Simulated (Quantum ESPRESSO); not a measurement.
# CaO (Lime): third-order response

Aim: Raman and infrared lines of CaO (Lime).

Program: Quantum ESPRESSO 8.0 development, patched. Level of theory: DFT LDA, scalar-relativistic, plane waves, PseudoDojo norm-conserving pseudopotentials. Results are calculated unless marked as measured.

Most raw output is cut from this account.

### Step 1. Starting point

The structure is cubic, space group Fm-3m (No. 225). Conventional cell: a = 4.813 Å, b = 4.813 Å, c = 4.813 Å, α = 90.00°, β = 90.00°, γ = 90.00°. Nearest to Ca lie 6 O at 2.41 Å. O has 6 Ca at 2.41 Å nearest. Farther neighbours and most contacts between anions are not listed.

Coordinates:

```
Ca O
1.0
    -2.40650    0.00000    2.40650
     0.00000    2.40650    2.40650
    -2.40650    2.40650    0.00000
Ca O
1 1
Cartesian
  0.0000 0.0000 0.0000
  -2.4065 2.4065 2.4065
```

### Step 2. A first look

Before anything dear is run, a loose run with smearing shows whether this is a metal and how far the cell is from rest.

File probe.in:

```
 &control
    calculation='scf',
    prefix='x',
    outdir='./tmp',
    pseudo_dir='./pseudo',
    tprnfor=.true.,
    tstress=.true.,
    verbosity='high',
 /
 &system
    ibrav=2,
    celldm(1)=9.09525184,
    nat=2,
    ntyp=2,
    ecutwfc=84.0,
    occupations='smearing',
    smearing='gaussian',
    degauss=0.01,
 /
 &electrons
    conv_thr=1.0d-07,
    mixing_beta=0.7,
    electron_maxstep=100,
 /
ATOMIC_SPECIES
 Ca     40.0780  Ca.upf
 O      15.9990  O.upf
ATOMIC_POSITIONS crystal
 Ca     0.000000000   0.000000000   0.000000000
 O      0.500000000   0.500000000   0.500000000
K_POINTS automatic
 6 6 6 0 0 0
```

Run with:

```
> OMP_NUM_THREADS=1 mpirun -n 4 pw.x -nk 4 -in probe.in > probe.out
```

The job ended after 4.5 s (4 MPI ranks of Intel Xeon at 2.70GHz, shared host).

Read from the output:

```yaml
volume_per_atom: 13.94 Å³
pressure: -7.619 GPa
gap_on_the_k_mesh: 3.494 eV
```

A gap of 3.5 eV opens on this mesh, so the crystal is taken as an insulator; the start stands at -7.6 GPa.

### Step 3. Relaxation

The relaxation runs at a cutoff a fifth above that of the response, since stress converges more slowly with the basis than frequencies do. Forces and stress are brought to rest with tight thresholds.

File relax.in:

```
 &control
    calculation='vc-relax',
    prefix='x',
    outdir='./tmp',
    pseudo_dir='./pseudo',
    tprnfor=.true.,
    tstress=.true.,
    forc_conv_thr=2.0d-05,
    etot_conv_thr=1.0d-07,
    nstep=40,
 /
 &system
    ibrav=2,
    celldm(1)=9.09525184,
    nat=2,
    ntyp=2,
    ecutwfc=101,
    occupations='fixed',
    nbnd=10,
 /
 &electrons
    conv_thr=1.0d-11,
    mixing_beta=0.7,
    electron_maxstep=100,
 /
 &ions
 /
 &cell
    press_conv_thr=0.2,
 /
ATOMIC_SPECIES
 Ca     40.0780  Ca.upf
 O      15.9990  O.upf
ATOMIC_POSITIONS crystal
 Ca     0.000000000   0.000000000   0.000000000
 O      0.500000000   0.500000000   0.500000000
K_POINTS automatic
 8 8 8 0 0 0
```

Run with:

```
> OMP_NUM_THREADS=1 mpirun -n 4 pw.x -nk 4 -in relax.in > relax.out
```

It took 43 s on 4 MPI ranks; 2.8 min of CPU time.

The steps of the relaxation:

```
step  energy less that of the first step (eV)  largest force (eV/Å)  pressure (GPa)  volume (Å³)
   1                                   0.0000                0.0000           -7.62        27.87
   2                                  -0.0378                0.0000           -3.57        26.80
   3                                  -0.0466                0.0000            0.49        25.93
   4                                  -0.0468                0.0000           -0.03        26.03
   5                                  -0.0468                0.0000            0.00        26.02
   6                                  -0.0468                0.0000            0.00        26.02
```

```
conventional cell, symmetrised  before  after  change
                         a (Å)   4.813  4.704  -2.3 %
                         b (Å)   4.813  4.704  -2.3 %
                         c (Å)   4.813  4.704  -2.3 %
              volume (Å³/atom)   13.94  13.01  -6.6 %
```

Final coordinates:

```cif
data_structure
_symmetry_space_group_name_H-M 'P 1'
_symmetry_Int_Tables_number 1
_cell_length_a 3.3263
_cell_length_b 3.3263
_cell_length_c 3.3263
_cell_angle_alpha 60.000
_cell_angle_beta 60.000
_cell_angle_gamma 60.000
_cell_volume 26.02
loop_
_atom_site_label
_atom_site_type_symbol
_atom_site_fract_x
_atom_site_fract_y
_atom_site_fract_z
_atom_site_occupancy
Ca1 Ca 0.00000 0.00000 0.00000 1
O2 O 0.50000 0.50000 0.50000 1
```

The last row of the table of steps is pw.x's closing run on a basis chosen anew for the final cell, so its energy can jump.

Read from the output:

| Item | Value |
| --- | --- |
| volume per atom | 13.01 Å³ |
| pressure | -0.001 GPa |
| gap on the k-mesh | 3.454 eV |

The volume changes by -6.6 % from the cell with which this run began.

### Step 4. Ground state

Perturbation theory inherits every error of the wavefunctions, so the threshold is set near the limit of the arithmetic. With a gap, occupations are fixed, which also allows the response to an electric field.

File scf.in:

```
 &control
    calculation='scf',
    prefix='x',
    outdir='./tmp',
    pseudo_dir='./pseudo',
    tprnfor=.true.,
    tstress=.true.,
 /
 &system
    ibrav=2,
    celldm(1)=8.88950584,
    nat=2,
    ntyp=2,
    ecutwfc=84.0,
    occupations='fixed',
    nbnd=10,
 /
 &electrons
    conv_thr=1.0d-12,
    mixing_beta=0.7,
    electron_maxstep=100,
 /
ATOMIC_SPECIES
 Ca     40.0780  Ca.upf
 O      15.9990  O.upf
ATOMIC_POSITIONS crystal
 Ca     0.000000000   0.000000000   0.000000000
 O      0.500000000   0.500000000   0.500000000
K_POINTS automatic
 8 8 8 0 0 0
```

Run with:

```
> OMP_NUM_THREADS=1 mpirun -n 4 pw.x -nk 4 -in scf.in > scf.out
```

Run time: 6.8 s. Hardware: 4 MPI ranks.

Numbers from this step:

```
pressure : -0.02800 GPa
```

The cell stands at -0.028 GPa, close enough for phonons.

### Step 5. Linear response at Γ

At q = 0 one unit cell holds all displacements; symmetry groups them into irreducible representations that are solved one by one. The response to a field gives ε∞ and the Born charges, which polar modes need. Third-order response adds the Raman tensors.

File ph.in:

```
phonons
 &inputph
    prefix='x',
    outdir='./tmp',
    fildyn='g.dyn',
    tr2_ph=1.0d-18,
    epsil=.true.,
    lraman=.true.,
    elop=.true.,
 /
0.000000000000 0.000000000000 0.000000000000
```

Run with:

```
> OMP_NUM_THREADS=1 mpirun -n 4 ph.x -nk 4 -in ph.in > ph.out
```

Elapsed: 3.6 min, on 4 MPI ranks.

Read from the output:

| Property | Result |
| --- | --- |
| miss of the charge sum rule | 3.50e-4 e |
| largest acoustic frequency at the zone centre before the sum rule | 1.57 cm⁻¹ |
| highest optical zone-centre mode (no LO-TO term) | 290.9 cm⁻¹ |
| lowest optical zone-centre mode | 290.9 cm⁻¹ |
| mean high-frequency dielectric constant | 3.871 |
| largest Born charge in size (third of the trace) | 2.379 e |

Born charge (rows field, columns displacement), before the sum rule (e), principal values of the symmetric part by kind of site:

```
atom  atoms with these values    low  middle   high   mean
 Ca1                        1   2.38    2.38   2.38   2.38
  O2                        1  -2.38   -2.38  -2.38  -2.38
```

In full for O2:

```
-2.38  0.00  0.00
 0.00 -2.38  0.00
 0.00  0.00 -2.38
```

High-frequency dielectric tensor:

```
3.87 0.00 0.00
0.00 3.87 0.00
0.00 0.00 3.87
```

The acoustic modes at Γ come out as far as 1.6 cm⁻¹ from zero, where they should vanish, a small numerical error; the Born charges miss their sum rule by 3.5e-4 e, which is good.

### Step 6. Modes with the sum rule

A rigid shift of the crystal must cost nothing, but grids and finite bases break this; the acoustic sum rule is imposed before the matrix is diagonalised again. With Born charges the intensities follow, and the static dielectric tensor.

File dynmat.in:

```
 &input
    fildyn='g.dyn',
    asr='simple',
    fileig='dynmat.eig',
    lperm=.true.,
 /
```

Run with:

```
> dynmat.x -in dynmat.in > dynmat.out
```

Run time: 0.7 s. Hardware: 1 thread.

Numbers from this step:

| Quantity | Value |
| --- | --- |
| mean static dielectric constant | 14.93 |

Unit eigenvectors of the mass-weighted matrix after the sum rule; no LO-TO term. The modes at Γ (shares of kinetic energy by element, %):

```
mode  frequency (cm⁻¹)  symmetry  Ca %  O %
   1               0.0  acoustic    71   29
   2               0.0  acoustic    71   29
   3               0.0  acoustic    71   29
   4             290.9       T1u    29   71
   5             290.9       T1u    29   71
   6             290.9       T1u    29   71
```

Displacements in mode 5 (290.9 cm⁻¹), the largest set to 1:
```
Ca1  0.00  0.00 -0.40
O2   0.00  0.00  1.00
```

Degenerate modes summed, no LO-TO term. Infrared lines, with heights relative to the strongest:

```
position (cm⁻¹)  lines merged  label  IR intensity, relative
            291             3    T1u                     100
```

Static dielectric tensor (ions relaxed, fixed cell):

```
14.93  0.00  0.00
 0.00 14.93  0.00
 0.00  0.00 14.93
```

The rule moves no optical mode by more than 0.1 cm⁻¹.

### Step 7. Sum rules set otherwise: a sum rule for molecules or wires on a crystal

This rule also removes rotations, which suits wires and not a crystal; it is tried to see the harm.

File dynmat.in:

```
 &input
    fildyn='g.dyn',
    asr='one-dim',
    fileig='dynmat.eig',
    lperm=.true.,
 /
```

Run with:

```
> dynmat.x -in dynmat.in > dynmat.out
```

Elapsed: 0.68 s, on 1 thread.

The run ended normally, but on settings that are not sound.

The fault: a sum rule for molecules or wires on a crystal; here no optical mode moves by more than 0.1 cm⁻¹.

Zone-centre frequencies as printed; negative means imaginary. Modes:

```
mode  frequency (cm⁻¹)
   1                 0
   2                 0
   3                 0
   4             290.9
   5             290.9
   6             290.9
```

### Step 8. Sum rules set otherwise (asr no)

Without the rule the raw error of the acoustic modes shows.

File dynmat.in:

```
 &input
    fildyn='g.dyn',
    asr='no',
    fileig='dynmat.eig',
    lperm=.true.,
 /
```

Run with:

```
> dynmat.x -in dynmat.in > dynmat.out
```

The job ended after 0.73 s (1 thread).

Zone-centre frequencies as printed; negative means imaginary. Modes:

```
mode  frequency (cm⁻¹)
   1              1.57
   2              1.57
   3              1.57
   4             290.9
   5             290.9
   6             290.9
```

Against the first rule no mode moves by more than 1.6 cm⁻¹.

### Step 9. Modes along a direction of q (1 0 0)

A longitudinal polar mode sets up a macroscopic field that stiffens it; the term hangs on the direction from which q goes to zero.

File dynmat.in:

```
 &input
    fildyn='g.dyn',
    asr='simple',
    fileig='dynmat.eig',
    q(1)=1.0,
    q(2)=0.0,
    q(3)=0.0,
 /
```

Run with:

```
> dynmat.x -in dynmat.in > dynmat.out
```

Elapsed: 0.74 s, on 1 thread.

Numbers from this step:

| Quantity | Value |
| --- | --- |
| highest mode moved by the LO-TO term | 571.3 cm⁻¹ |

Zone-centre frequencies as printed; negative means imaginary. Modes:

```
mode  frequency (cm⁻¹)
   1                 0
   2                 0
   3                 0
   4             290.9
   5             290.9
   6             571.3
```

The field moves one mode, from 291 to 571 cm⁻¹; the others stay.

### Step 10. Results

* space group after relaxation: Fm-3m
* volume per atom: 13.0 Å³
* gap on the k-mesh: 3.45 eV
* highest optical zone-centre mode (no LO-TO term): 290.9 cm⁻¹
* highest mode moved by the LO-TO term: 571.3 cm⁻¹
* mean high-frequency dielectric constant: 3.87
* largest Born charge in size (third of the trace): 2.38 e
* mean static dielectric constant: 14.9
* imaginary optical modes at the zone centre (no q mesh in this session): none

What this shows: No mode is Raman active in this structure; the strongest infrared line lies at 291 cm⁻¹. At the LDA level the optical modes of CaO (Lime) at the zone centre (no LO-TO term) lie at 291 cm⁻¹. Along the directions run, the highest mode that the macroscopic field moves lies at 571 cm⁻¹. Lattice motion raises the mean dielectric constant from 3.871 to 14.93. The Born charge of O is -2.379 e against a formal charge of -2, somewhat above it. The Lyddane-Sachs-Teller relation holds: (ωLO/ωTO)² is 3.86 and ε₀/ε∞ is 3.86. These are harmonic frequencies at zero temperature: anharmonic shifts and linewidths and thermal expansion are left out. The build is a development version in which the Raman tensors of release 7.5 are mended; dynmat.x leaves out the electro-optic term of LO lines.

[Host names and launcher messages were left out of these logs when they were recorded.]

[Logs are printed without paths, hosts, clocks, repeated set-up lines and the standing remarks that a program may print on its own settings, such as how far it seeks lower states.]

[Hosts, paths, dates, database ids (printed as entryN), source tags and the programs' standing remarks are cut or masked in the printed files.]
